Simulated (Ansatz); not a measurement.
# Lattice dynamics of YHSe (P-6m2), part 3 of 3

How does YHSe (P-6m2) vibrate, and is this structure a minimum?

Ansatz 0.2.0; DFT LDA, scalar-relativistic, plane waves, PAW.

So far. Step 3 (Tight relaxation): The forces vanish by symmetry and the pressure is 0.000 GPa, within the tolerances set. The cell now holds 15.60 Å³/atom. Step 4 (Linear response at the zone centre): Before it was imposed, the acoustic sum rule was missed by 1.0e-4 eV/Å² and the charge sum rule by 0.0029 e. Small misses are needed for a sound result but don't prove that mesh and cutoff are converged. The lowest optical mode is real, 197 cm⁻¹. The relaxed cell has a = 3.764, c = 3.815 Å (conventional setting).

## Step 5: The dispersion

Stability and thermal properties need the whole zone. Linear response on a 3×3×4 q mesh gives force constants as far as a supercell of that size would, and the tensors from the zone-centre run are typed in so that the long-range dipole term is interpolated apart.

Input file input.yaml:

```yaml
crystal:
  lattice:
    - [3.7637355768, 0.0, 0.0]
    - [-1.8818677884, 3.2594906226, 0.0]
    - [0.0, 0.0, 3.8146043145]
  atoms:
    - { symbol: "Y", position: [0.0, 0.0, 0.0] }
    - { symbol: H, position: [0.3333333333, 0.6666666667, 0.0] }
    - { symbol: Se, position: [0.6666666667, 0.3333333333, 0.5] }
kpoints:
  mp_grid: { grid: [9, 9, 8] }
hamiltonian:
  xc: lda
scf:
  occupations: { method: fixed }
output:
  eigenvalues: true
phonons:
  method: dfpt
  qmesh: [3, 3, 4]
  temperatures: { t_max: 1000, t_step: 50 }
  qpath:
    path:
      - [[0.0, 0.0, 0.0], [0.5, 0.0, 0.0], [0.33333333, 0.33333333, 0.0], [0.0, 0.0, 0.0], [0.0, 0.0, 0.5], [0.5, 0.0, 0.5], [0.33333333, 0.33333333, 0.5], [0.0, 0.0, 0.5]]
      - [[0.5, 0.0, 0.5], [0.5, 0.0, 0.0]]
      - [[0.33333333, 0.33333333, 0.5], [0.33333333, 0.33333333, 0.0]]
    npoints: 10
  non_analytic_term:
    high_frequency_dielectric_tensor: [[9.3179, 0.0, 0.0], [0.0, 9.3179, 0.0], [0.0, 0.0, 9.1566]]
    born_effective_charges:
      - { species: "Y", tensor: [[3.018, 0.0, 0.0], [0.0, 3.018, 0.0], [0.0, 0.0, 3.0754]] }
      - { species: H, tensor: [[-1.333, 0.0, 0.0], [0.0, -1.333, 0.0], [0.0, 0.0, -0.5869]] }
      - { species: Se, tensor: [[-1.6849, 0.0, 0.0], [0.0, -1.6849, 0.0], [0.0, 0.0, -2.4885]] }
    source: "zone-centre run at this cell"
```

Started as:

```
> ansatz run input.yaml --threads 4 --pin off --max-ram 7168MiB --backend cpu --events-out ev --progress --plain --runs-dir out
```

Numbers of over 12 decimals in the logs are rounded to 6 here.

Output:

```text
Warning: phonons: the dynamical matrix that this run interpolates holds no multipole term above the dipole-dipole one, and a site of this crystal is no centre of inversion, so its interpolated transverse optical and acoustic branches and sound speeds can stay off near Gamma, and the density of states and the thermodynamics with them. What a run solves at a wave vector of phonons.qpoints, Gamma apart, where the deck admits one, is free of this, and under fd what a larger phonons.supercell samples
[...]
Crystal: 3 atoms, lattice volume = 46.797 Å³
Basis set: ecut = 420 eV, 901 PW (Γ), exchange–correlation on 54×54×54 points (8 copies of the dense FFT grid, shifted against one another)
Bands: 18, of which v1, the nominal top of the filled ones, is band 14 counted from 1 (13 counted from 0)
Symmetry: 12 space group operations
k-points: 60 of 648 (time reversal used)
[...]
SCF iter   1: F=—  HF=-9149.151885 eV  |F-HF|=—  |Δ(HF+E_count)|=         —  Δρ=9.23e-3  dr2=3.24e-2  ethr=1.77e-3  ⟨swp⟩=4.2  Hψ=4329  notcnv=0  defer=62
[...]
SCF iter   8: F=-9149.141240 eV  HF=-9149.141240 eV  |F-HF|=0.00e0  |Δ(HF+E_count)|=  2.55e-11  Δρ=1.31e-7  dr2=2.80e-12  ethr=1.00e-12  ⟨swp⟩=6.7  Hψ=5529  notcnv=0
SCF 1 converged in 8 iterations: F = -9149.141240 eV  dr2 = 2.80e-12
[...]
DFPT response loops at q = (0, 0, 0) (fractional): preconditioner auto → none (the input reference at scf.mixing.eps_inf says where Resta's filter doesn't serve); β = 0.50; Broyden in place of MSR1
[...]
SCF converged after 8 iterations
Free energy (F): -9149.141240 eV
[...]
Internal energy: -9149.141240 eV  (E = F + TS)
E sigma→0 (E₀):  -9149.141240 eV
Fermi energy:    11.165319 eV
[...]
--- Band table (eV; the first three rows and the last of 60) ---
  k-point 0: bands = [... 10 lower, 7.4775, 9.4333, 9.4333, 9.4651, 12.4753, 15.1095, 15.1095, 15.2756]
  k-point 1: bands = [... 10 lower, 6.8649, 9.4988, 9.4988, 9.8999, 12.7510, 14.1725, 14.1725, 15.9684]
  k-point 2: bands = [... 10 lower, 5.8013, 9.6621, 9.6621, 10.5410, 13.3808, 13.3808, 13.5767, 15.8287]
  k-point 59: bands = [... 10 lower, 6.8370, 7.3613, 8.0331, 8.5816, 15.2707, 15.7005, 16.6010, 17.2374]
--- Phonons (Γ-DFPT): 6 representative perturbations + reference (Σ response iterations 18) ---
  ASR residual: 1.003e-4 → 0.000e0 eV/Å²; symmetrization residual: 5.231e-7 eV/Å²
  ASR residual per site (eV/Å²): 1.00e-4 6.37e-5 2.94e-5
  Γ frequencies (cm⁻¹): 0.00 0.00 0.00 196.64 196.64 216.01 705.50 1141.14 1141.14
--- Phonons (arbitrary-q DFPT): 9 irreducible q on the 3×3×4 mesh ---
  q = [0.0000, 0.0000, 0.0000] (star 1, of the zone-centre solve; hermiticity 1.16e-7, symmetrization 7.02e-13): -0.00 0.00 0.00 196.64 196.64 216.01 705.50 1141.14 1141.14
  q = [0.0000, 0.0000, 0.2500] (star 2, 6 solved perturbations in 888 linear systems a pass and spin channel, the states on 200 of 648 k-point pairs; hermiticity 7.26e-8, symmetrization 3.10e-12): 75.96 75.96 120.23 181.47 181.47 250.08 734.15 1154.31 1154.31
[...]
q = [0.0000, 0.3333, 0.0000] (star 6, 9 solved perturbations on 225 of 648 k-point pairs; hermiticity 7.58e-8, symmetrization 3.65e-14): 100.30 112.26 156.41 187.23 197.27 225.63 713.66 1143.83 1221.14
[...]
sum rule: each row above includes the acoustic sum rule's correction from the zone centre's row sums; it moved no ω² by more than (4.15 cm⁻¹)²
  mesh force constants: q→R imaginary residual 0.00e0; ASR residual 1.003e-4 → 0.000e0 eV/Å²; symmetrization residual 5.329e-15 eV/Å²
  interpolated dispersion: 94 rows × 9 modes
  density of states and harmonic sums: on the 21×21×16 q-mesh, interpolated from the force constants of a 3×3×4 supercell (with the dipole–dipole term of supplied tensors)
  largest difference from the sums on the solved wave vectors: F 1.96e-2 eV, S 2.68e-5 and C_V 7.08e-6 eV/K
  zero-point energy: 0.251808 eV/cell   skipped modes (ω ≤ 0): 3   left out of the sums: 4.72e-5 of the cell's modes: C_V's classical limit lies that fraction below 3 k_B per atom; for a crystal, a wire or a layer, F and S can be off by more, and a phonons.interpolated_qmesh denser along its periods is the remedy for the sampling
```

The job ended after 3.4 min (4 threads of Arm Neoverse V2, shared host; peak memory 1 GiB).

Numbers from this step:

- sum-rule residual before enforcement: 1.00e-4 eV/Å²
- lowest frequency on the path: 0 cm⁻¹
- highest frequency on the path or at a solved wavevector: 1228 cm⁻¹
- mean frequency: 451.3 cm⁻¹
- Debye temperature (second moment): 1149 K
- logarithmic mean frequency: 295.1 cm⁻¹
- lowest mode on the q mesh (acoustic modes at Γ apart): 75.96 cm⁻¹
- zero-point energy per atom: 83.94 meV
- heat capacity at 300 K: 17.49 J/(mol atoms K)
- vibrational entropy at 300 K: 21.96 J/(mol atoms K)
- edges of the widest gap between branches, on path and mesh: 259.5, 705.5 cm⁻¹

Frequencies (cm⁻¹) solved at each irreducible wavevector; negative means imaginary. Frequencies by wavevector, by row:

```csv
q in reciprocal lattice units,star,mode 1,mode 2,mode 3,mode 4,mode 5,mode 6,mode 7,mode 8,mode 9
0 0 0,1,0,0,0,196.6,196.6,216,705.5,1141,1141
0 0 0.25,2,76,76,120.2,181.5,181.5,250.1,734.1,1154,1154
0 0 -0.5,1,135,135,142.7,142.7,198.2,217.2,732.5,1167,1167
0 0.3333 0,6,100.3,112.3,156.4,187.2,197.3,225.6,713.7,1144,1221
0 0.3333 0.25,12,118.9,119.7,172.2,179,197.8,213.6,714.4,1151,1200
0 0.3333 -0.5,6,136.2,153.5,154.8,158.5,208.1,210.8,716.1,1157,1184
0.3333 0.3333 0,2,149.9,158.5,167.8,170.7,207.7,209,722.9,1157,1180
0.3333 0.3333 0.25,4,137.5,155.2,165.2,194.7,200.1,205.8,715.1,1159,1181
0.3333 0.3333 -0.5,2,130.4,151.5,161.5,199.3,201.2,208.8,705.9,1159,1185
```

Interpolated from a 3×3×4 q mesh, with the LO-TO term (at Γ the limit along the path; where Γ stands inside the path, tables give the limit on arrival). Phonon branches along the path, in cm⁻¹:

| point | branch 1 | branch 2 | branch 3 | branch 4 | branch 5 | branch 6 | branch 7 | branch 8 | branch 9 |
| --- | --- | --- | --- | --- | --- | --- | --- | --- | --- |
| Γ | 0 | 0 | 0 | 197 | 216 | 218 | 706 | 1141 | 1228 |
| halfway | 80 | 88 | 130 | 192 | 205 | 221 | 710 | 1145 | 1226 |
| M | 120 | 140 | 175 | 180 | 183 | 234 | 718 | 1141 | 1215 |
| halfway | 135 | 146 | 172 | 180 | 189 | 226 | 720 | 1147 | 1200 |
| K | 150 | 158 | 168 | 171 | 208 | 209 | 723 | 1157 | 1180 |
| halfway | 95 | 100 | 141 | 193 | 202 | 220 | 712 | 1147 | 1220 |
| Γ | 0 | 0 | 0 | 197 | 216 | 218 | 706 | 1141 | 1228 |
| halfway | 76 | 76 | 120 | 182 | 182 | 250 | 734 | 1154 | 1154 |
| A | 135 | 135 | 143 | 143 | 198 | 217 | 732 | 1167 | 1167 |
| halfway | 140 | 147 | 151 | 155 | 201 | 212 | 721 | 1159 | 1180 |
| L | 131 | 159 | 160 | 161 | 210 | 217 | 711 | 1154 | 1186 |
| halfway | 131 | 152 | 160 | 180 | 210 | 212 | 708 | 1157 | 1186 |
| H | 130 | 152 | 162 | 199 | 201 | 209 | 706 | 1159 | 1185 |
| halfway | 138 | 146 | 153 | 163 | 202 | 211 | 719 | 1159 | 1182 |
| A | 135 | 135 | 143 | 143 | 198 | 217 | 732 | 1167 | 1167 |
| jump to L | 131 | 159 | 160 | 161 | 210 | 217 | 711 | 1154 | 1186 |
| halfway | 134 | 136 | 168 | 177 | 199 | 222 | 713 | 1148 | 1200 |
| M | 120 | 140 | 175 | 180 | 183 | 234 | 718 | 1141 | 1215 |
| jump to H | 130 | 152 | 162 | 199 | 201 | 209 | 706 | 1159 | 1185 |
| halfway | 138 | 155 | 165 | 195 | 200 | 206 | 715 | 1159 | 1181 |
| K | 150 | 158 | 168 | 171 | 208 | 209 | 723 | 1157 | 1180 |

The phonon branches as a text plot (rows in cm⁻¹):

```
   1203 |*******************         *************   ************
   1151 |********************************************************
   1100 |
   1049 |
    998 |
    947 |
    896 |
    844 |
    793 |
    742 |      ********     ***********          ****     *   ***
    691 |******        *****           **********    ***** ***
    640 |
    589 |
    537 |
    486 |
    435 |
    384 |
    333 |
    281 |                   **
    230 |*******************  ******************************* ***
    179 |********************************************************
    128 |  **************      **********************************
     77 | ****          ***   **
     26 |**               ****
         Γ     M    K       Γ     A     L    H      A|L   M|H   K
```

The phonon density of states has structure finer than the step of the table below, so its rows give means over 50 cm⁻¹, whole bins alone (the curve runs from 5 to 1235 cm⁻¹). Peaks (cm⁻¹: height): 135.0: 0.0594, 195.0: 0.0599, 215.0: 0.0664, 715.0: 0.0750, 1155.0: 0.0599, 1185.0: 0.0365.

Tetrahedra on a 21×21×16 mesh, mean over bins of 10 cm-1. Interpolated from a 3×3×4 q mesh. Phonon density of states against wavenumber; means over each step:

```
wavenumber (cm⁻¹)  phonon density of states (1/cm⁻¹/cell)
               50                                 0.00254
              100                                  0.0156
              150                                  0.0455
              200                                  0.0526
              250                                 0.00366
              300                                       0
              350                                       0
              400                                       0
              450                                       0
              500                                       0
              550                                       0
              600                                       0
              650                                       0
              700                                  0.0181
              750                                 0.00186
              800                                       0
              850                                       0
              900                                       0
              950                                       0
             1000                                       0
             1050                                       0
             1100                                       0
             1150                                  0.0212
             1200                                  0.0184
```

The partial phonon density of states has structure finer than the step of the table below, so its rows give means over 50 cm⁻¹, whole bins alone (the curve runs from -10 to 1275 cm⁻¹). Peaks (cm⁻¹: height): H 717.4: 0.0377, 1153.8: 0.0380, 1186.1: 0.0244; Se 167.8: 0.0353; Y 135.5: 0.0200, 208.2: 0.0351.

Phonopy on the run's constants, 17x17x15 mesh, Gaussian sigma 9.2 cm-1. Interpolated from a 3×3×4 q mesh. Table of partial phonon density of states by wavenumber; means over each step; values in 1/cm⁻¹/cell:

```csv
wavenumber (cm⁻¹),H,Se,Y
50,1.2e-5,0.00131,0.00139
100,5.0e-5,0.00881,0.00800
150,8.1e-5,0.0276,0.0167
200,8.2e-5,0.0207,0.0296
250,8.5e-6,0.00149,0.00415
300,0,5.9e-7,5.9e-7
350,0,0,0
400,0,0,0
450,0,0,0
500,0,0,0
550,0,0,0
600,0,0,0
650,1.2e-6,0,0
700,0.0159,3.9e-5,1.7e-5
750,0.00404,6.2e-6,1.0e-5
800,0,0,0
850,0,0,0
900,0,0,0
950,0,0,0
1000,0,0,0
1050,0,0,0
1100,1.9e-4,0,7.2e-7
1150,0.0216,3.7e-6,1.0e-4
1200,0.0172,7.6e-6,4.4e-5
1250,8.8e-4,0,4.1e-6
```

Harmonic thermodynamic functions per atom, from the density of states. Interpolated from a 3×3×4 q mesh. Thermodynamic functions, by row:

```csv
T (K),F_vib (meV/atom),S (J/mol-atom/K),C_V (J/mol-atom/K)
0,83.94,0,0
50,83.77,1.326,3.797
100,81.86,6.275,10.52
200,70.4,15.34,15.22
300,50.92,21.96,17.49
400,25.33,27.24,19.25
500,-5.27,31.69,20.58
600,-40.15,35.53,21.56
700,-78.76,38.91,22.27
800,-120.7,41.92,22.79
900,-165.6,44.63,23.18
1000,-213.1,47.09,23.48
```

Harmonic mean-square displacement, third of the trace. Interpolated from a 3×3×4 q mesh. Mean square displacements, by row:

| T (K) | Y1 U_eq (Å²) | H2 U_eq (Å²) | Se3 U_eq (Å²) |
| --- | --- | --- | --- |
| 0 | 0.0012 | 0.01772 | 0.00143 |
| 100 | 0.00168 | 0.01802 | 0.002 |
| 300 | 0.00394 | 0.01981 | 0.00476 |
| 600 | 0.00766 | 0.02576 | 0.00927 |

Symmetry leaves 9 wavevectors to solve. The lowest mode among them, the acoustic zeros apart, lies at q = (0, 0, 0.25) and is real, 76.0 cm⁻¹.

## Step 6: What came out

| Property | Result |
| --- | --- |
| space group after relaxation (within 0.01 Å) | P-6m2 |
| volume per atom | 15.6 Å³ |
| gap on the k-mesh | 1.31 eV |
| highest optical mode at the zone centre (no LO-TO term) | 1141 cm⁻¹ |
| top of the zone-centre spectrum with the field | 1228 cm⁻¹ |
| lowest optical zone-centre mode | 197 cm⁻¹ |
| mean high-frequency dielectric constant | 9.26 |
| mean static dielectric constant | 13.6 |
| largest Born charge (third of the trace) | 3.04 e |
| lowest mode on the q mesh (acoustic modes at Γ apart) | 76.0 cm⁻¹ |
| highest frequency on the path or at a solved wavevector | 1228 cm⁻¹ |
| zero-point energy per atom | 83.9 meV |
| heat capacity at 300 K | 17.5 J/(mol atoms K) |
| vibrational entropy at 300 K | 22.0 J/(mol atoms K) |
| Debye temperature (second moment) | 1149 K |
| imaginary modes on the 3×3×4 q mesh | none |

**Reading.** The structure is a minimum as far as tested: no mode is imaginary at the 9 irreducible wavevectors of the 3×3×4 mesh, and the softest away from the acoustic zeros lies at 76 cm⁻¹. Without the field, the optical modes at Γ span 197 to 1141 cm⁻¹. The highest mode in this list at Γ, 1141.1 cm⁻¹, is mostly motion of H (99 % of the kinetic energy). With the macroscopic field of the longitudinal modes the top of the zone-centre spectrum lies at 1228 cm⁻¹, against 1141 cm⁻¹ without it. Lattice motion raises the mean dielectric constant from 9.264 to 13.57. The strongest infrared line is at 1141 cm⁻¹. Averaged over orientations, the strongest Raman line at 532 nm and 300 K is at 197 cm⁻¹, among the modes without the field; their longitudinal partners can be Raman active too. The tensors are the static, non-resonant ones, while 532 nm light (2.33 eV) lies above the computed gap. On the path and the mesh, the widest gap between branches runs from 260 to 706 cm⁻¹. With the field response the log warns that the k mesh is coarse for the force constants too, so the frequencies may not be converged. The program warns that the interpolation holds no quadrupole term, so branches close to Γ can be off in this crystal. These are harmonic frequencies at zero temperature: anharmonic shifts, linewidths and thermal expansion are left out.

[Logs are printed without paths, hosts, clocks, repeated set-up lines and the standing remarks that a program may print on its own settings, such as how far it seeks lower states.]

[Hosts, paths, dates, database ids (printed as entryN), source tags and the programs' standing remarks are cut or masked in the printed files.]
